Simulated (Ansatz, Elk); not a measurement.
# Bonding as seen by X-rays: MgCr

Structure refinements treat a crystal as free atoms side by side. For a made-up structure of MgCr (cell and positions from a PBEsol relaxation) the runs below show what the calculated density changes in F(hkl).

Method: DFT, PBE, all-electron APW+lo, Dirac cores, scalar-relativistic bands, static density, ferromagnetic start, in Elk 11.2.3 (patched build).

This account leaves out most program logs.

The structure was built from a prototype and need not be the compound's stable phase.

## (1) Starting point

It takes space group Pm-3m (No. 221, cubic). Conventional cell: a = 3.275 Å, b = 3.275 Å, c = 3.275 Å, α = 90.00°, β = 90.00°, γ = 90.00°. Nearest to Cr lie 8 Mg at 2.84 Å. Mg has 8 Cr at 2.84 Å nearest. Farther neighbours are not listed.

## (2) Ground state and structure factors

An all-electron density is needed, since X-rays see the cores too. Task 0 finds the density and task 195 Fourier-transforms it; tshift is off so that phases refer to the origin typed.

Contents of elk.in:

```
tasks
  0
  195
  196

xctype
  20

spinpol
  .true.

rgkmax
  7.0

gmaxvr
  14.0

lmaxo
  7

lmaxapw
  8

swidth
  0.002

tshift
  .false.

ramdisk
  .false.

hmaxvr
  5.5

maxscl
  120

epspot
  1e-06

reducebf
  0.8

sppath
  './'

avec
  6.18838952808 0.00000000000 0.00000000000
  0.00000000000 6.18838952808 0.00000000000
  0.00000000000 0.00000000000 6.18838952808

atoms
  2
  'Cr.in'
  1
  0.5000000000 0.5000000000 0.5000000000   0.000000 0.000000 -0.170000
  'Mg.in'
  1
  -0.0000000000 0.0000000000 -0.0000000000   0.000000 0.000000 0.000000

ngridk
  6 6 6
```

On the command line:

```sh
$ OMP_NUM_THREADS=4 elk
```

Wall time 42 s (4 threads of Intel Xeon 6975P-C (Granite Rapids), shared host); peak memory 0.2 GiB.

SFACRHO.OUT:

```text

h k l indices transformed by vhmat matrix:
   1.000000000       0.000000000       0.000000000    
   0.000000000       1.000000000       0.000000000    
   0.000000000       0.000000000       1.000000000    

      h      k      l  multipl.   |H|            Re(F)            Im(F)           |F|

      0      0      0      1   0.0000000       36.000000      0.25537345E-17   36.000000    
     -1      0      0      6   1.0153183      -10.239055     -0.10772198E-13   10.239055    
      0     -1      1     12   1.4358769       25.854647      0.20590562E-14   25.854647    
     -1     -1      1      8   1.7585829      -8.0663821     -0.90457965E-14   8.0663821    
     -2      0      0      6   2.0306367       22.069702      0.16744117E-13   22.069702    
      1      0      2     24   2.2703208      -6.8052212      0.29520289E-13   6.8052212    
      1      1      2     24   2.4870118       19.420534     -0.29290322E-13   19.420534    
      0     -2      2     12   2.8717539       17.374318      0.28047252E-14   17.374318    
     -1     -2      2     24   3.0459550      -5.5427948     -0.16061473E-13   5.5427948    
      0     -3      0      6   3.0459550      -5.4584288     -0.39774503E-14   5.4584288    
     -3      0      1     24   3.2107185       15.730769      0.25480153E-14   15.730769    
     -3     -1     -1     24   3.3674299      -5.1549420     -0.61512773E-14   5.1549420    
      2     -2      2      8   3.5171659       14.535369     -0.23924437E-14   14.535369    
      2      3      0     24   3.6607823      -4.9331578      0.57662147E-14   4.9331578    
     -1      2      3     48   3.7989733       13.488799     -0.44733999E-14   13.488799    
      0      4      0      6   4.0612733       12.578827     -0.19565715E-13   12.578827    
     -2      2      3     24   4.1862647      -4.6820930      0.31294575E-14   4.6820930    
      4      0      1     24   4.1862647      -4.6044544      0.20129812E-13   4.6044544
```

Elk indexes on the primitive cell of elk.in and gives |H| = 4π sin θ/λ in inverse bohr. Below, one row stands for each form hkl of the conventional cell (m members, Friedel mates merged), F is for one primitive cell and the density is static (no thermal factor). Free-atom factors are Waasmaier and Kirfel's, and R is Σm||F|−|F'||/Σm|F|.

```tsv
hkl	m	sin θ/λ (Å⁻¹)	abs F, DFT	neutral atoms	diff.
100	6	0.153	10.239	10.469	-0.230
110	12	0.216	25.855	26.235	-0.380
111	8	0.265	8.066	8.193	-0.126
200	6	0.305	22.070	22.174	-0.104
210	24	0.341	6.805	6.824	-0.018
211	24	0.374	19.421	19.391	+0.029
220	12	0.432	17.374	17.315	+0.059
221	24	0.458	5.543	5.455	+0.087
300	6	0.458	5.458	5.455	+0.003
310	24	0.483	15.731	15.709	+0.022
311	24	0.506	5.155	5.106	+0.049
222	8	0.529	14.535	14.438	+0.097
320	24	0.550	4.933	4.874	+0.059
321	48	0.571	13.489	13.418	+0.070
```

## (3) The magnetisation density

The same run holds the spin density, and task 196 transforms it. The order is that of the start, and no other was tried.

SFACMAG_1.OUT:

```text

h k l indices transformed by vhmat matrix:
   1.000000000       0.000000000       0.000000000    
   0.000000000       1.000000000       0.000000000    
   0.000000000       0.000000000       1.000000000    

      h      k      l  multipl.   |H|            Re(F)            Im(F)           |F|

      0      0      0      1   0.0000000       3.6055956      0.84936284E-19   3.6055956    
     -1      0      0      6   1.0153183      -2.5766812     -0.12717851E-14   2.5766812    
      0     -1      1     12   1.4358769       1.8273393      0.19842635E-15   1.8273393    
     -1     -1      1      8   1.7585829      -1.3580062     -0.78688161E-15   1.3580062    
     -2      0      0      6   2.0306367       1.0743880      0.12906588E-14   1.0743880    
      1      0      2     24   2.2703208     -0.88286402      0.19721992E-14  0.88286402    
      1      1      2     24   2.4870118      0.73208817     -0.16766643E-14  0.73208817    
      0     -2      2     12   2.8717539      0.50331015      0.11889961E-15  0.50331015    
     -1     -2      2     24   3.0459550     -0.43085953     -0.61172332E-15  0.43085953    
      0     -3      0      6   3.0459550     -0.36245535     -0.99540032E-16  0.36245535    
     -3      0      1     24   3.2107185      0.30631715      0.56277031E-16  0.30631715    
     -3     -1     -1     24   3.3674299     -0.27079291     -0.13706905E-15  0.27079291    
      2     -2      2      8   3.5171659      0.26066390     -0.62423748E-16  0.26066390    
      2      3      0     24   3.6607823     -0.19661309      0.10950443E-15  0.19661309    
     -1      2      3     48   3.7989733      0.16475364     -0.78766821E-16  0.16475364    
      0      4      0      6   4.0612733      0.43861096E-01 -0.12246855E-15  0.43861096E-01
```

The total moment is 3.61 μB a cell; sphere moments: Cr1 +3.30, Mg2 -0.03 μB. Polarised neutrons measure spin and orbital magnetisation together; without spin-orbit coupling the run gives the spin part. With nearly all of the moment on one atom, abs F_M/F_M(0) is close to a form factor, set here beside ⟨j0⟩ of the free Cr2+ ion, taken for comparison since the valence isn't defined:

```tsv
hkl	sin θ/λ (Å⁻¹)	abs F_M (μB)	F_M/F_M(0)	⟨j0⟩
100	0.153	2.577	0.715	0.751
110	0.216	1.827	0.507	0.577
111	0.265	1.358	0.377	0.451
200	0.305	1.074	0.298	0.358
210	0.341	0.883	0.245	0.287
211	0.374	0.732	0.203	0.233
220	0.432	0.503	0.140	0.156
221	0.458	0.431	0.120	0.128
300	0.458	0.362	0.101	0.128
310	0.483	0.306	0.085	0.105
311	0.506	0.271	0.075	0.086
222	0.529	0.261	0.072	0.070
320	0.550	0.197	0.055	0.057
321	0.571	0.165	0.046	0.046
```

## (4) The highest occupied states alone

An energy window below the Fermi level keeps the highest occupied states, to see at which angles they scatter; shallow core shells can lie inside it and anion s states outside. No new self-consistency is needed.

elk.in, as its differences from that of step 2:

```diff
@@ -1,5 +1,3 @@
 tasks
-  0
   195
-  196
 
@@ -44,2 +42,5 @@
 
+wsfac
+  -0.358860 0.492380
+
 sppath
```

On the command line:

```sh
$ OMP_NUM_THREADS=4 elk
```

Elapsed: 1.3 s, on 4 threads; peak memory 0.16 GiB.

States within 15 eV below the Fermi level hold 8.00 electrons; any levels below the window count with the cores. Their amplitudes can exceed the total, where window and core parts have opposite phase:

```tsv
hkl	sin θ/λ (Å⁻¹)	abs F, window	abs F, all
100	0.153	2.894	10.239
110	0.216	1.990	25.855
111	0.265	1.677	8.066
200	0.305	1.261	22.070
210	0.341	1.048	6.805
211	0.374	0.928	19.421
220	0.432	0.675	17.374
221	0.458	0.491	5.543
300	0.458	0.407	5.458
310	0.483	0.447	15.731
```

## (5) Another functional

The difference from free atoms is small, so it is set against the change that PBEsol makes.

elk.in, as its differences from that of step 4:

```diff
@@ -1,6 +1,8 @@
 tasks
+  0
   195
+  196
 
 xctype
-  20
+  22
 
@@ -42,5 +44,2 @@
 
-wsfac
-  -0.358860 0.492380
-
 sppath
```

On the command line:

```sh
$ OMP_NUM_THREADS=4 elk
```

Run time: 31 s. Hardware: 4 threads; peak memory 0.19 GiB.

Against the first run R = 0.05 %; the largest change is -0.015 at 200. The moment goes from 3.61 to 3.63 μB.

## (6) Basis size

A smaller basis shows how fast F responds to it; the change is likely larger than the basis error of the first run, but doesn't show convergence.

elk.in, as its differences from that of step 5:

```diff
@@ -6,3 +6,3 @@
 xctype
-  22
+  20
 
@@ -12,3 +12,3 @@
 rgkmax
-  7.0
+  5.5
```

On the command line:

```sh
$ OMP_NUM_THREADS=4 elk
```

Run time: 30 s. Hardware: 4 threads; peak memory 0.18 GiB; 93 s of CPU time.

Against the first run R = 0.05 %; the largest change is +0.023 at 211. The moment goes from 3.61 to 3.62 μB.

## (7) A coarser k-mesh

About half the k-points along each axis test the sampling.

elk.in, as its differences from that of step 6:

```diff
@@ -12,3 +12,3 @@
 rgkmax
-  5.5
+  7.0
 
@@ -62,2 +62,2 @@
 ngridk
-  6 6 6
+  3 3 3
```

On the command line:

```sh
$ OMP_NUM_THREADS=4 elk
```

It took 13 s on 4 threads; peak memory 0.17 GiB; 26 s of CPU time.

Against the first run R = 0.08 %; the largest change is +0.040 at 100. The moment goes from 3.61 to 4.00 μB.

## (8) Settings against the effect

```tsv
run	R against the first run (%)	R against neutral atoms, low angle (%)	wall time
PBE, rgkmax 7	0.00	1.59	42 s
PBEsol	0.05	1.62	31 s
rgkmax 5.5	0.05	1.68	30 s
k-mesh 3×3×3	0.08	1.51	13 s
```

## (9) Outcome

- R against neutral atoms, sin θ/λ < 0.3 Å⁻¹: 1.59 %
- R against neutral atoms, 0.3 to 0.82 Å⁻¹: 0.44 %
- magnetic form factor over free-ion ⟨j0⟩, 0.12 to 0.35 Å⁻¹: 0.87

What this shows: Independent neutral atoms miss the calculated amplitudes by R = 1.59 % below 0.3 Å⁻¹ and 0.44 % from there to 0.82 Å⁻¹; by shells, 1.59 % 0.15 to 0.3 (3 forms), 0.26 % 0.3 to 0.45 (4 forms), 0.47 % above 0.45 (25 forms). Bonding, aspherical density and the tables' own atoms all enter these figures, and the runs don't part them. The largest change of an amplitude is -0.38 electrons, at 110. The magnetic order is that of the start. No other order was tried here, and an antiferromagnetic one would change or move the magnetic intensity. Between 0.12 and 0.35 Å⁻¹ the magnetic form factor is 0.87 times the free-ion one; 0.30 μB lies outside the Cr sphere with the same sign, mostly between the spheres, and such diffuse spin drops out at finite angle. The sphere holds 3.30 of the 3.61 μB; that share, the choice of ion, the size of the d shell and its asphericity all move this ratio. The window's part falls from 8.0 electrons at the origin to at most 0.49 between 0.45 and 0.82 Å⁻¹. Below 0.3 Å⁻¹ the changes that finished (PBEsol, rgkmax 5.5 and k-mesh 3×3×3) move F by R = 0.12 % at most, against the 1.59 % that separates it from free atoms. The magnetic factors move by R = 0.6 % (PBEsol), 1.4 % (rgkmax 5.5) and 3.5 % (k-mesh 3×3×3), so they aren't settled to better than that. Part of the difference isn't bonding: the tables are fits to free atoms and ions calculated by other methods than this functional. Thermal motion, anomalous dispersion and extinction are left out.

[Logs are printed without paths, hosts, clocks, repeated set-up lines and the standing remarks that a program may print on its own settings, such as how far it seeks lower states.]

[Hosts, paths, dates, database ids (printed as entryN), source tags and the programs' standing remarks are cut or masked in the printed files.]
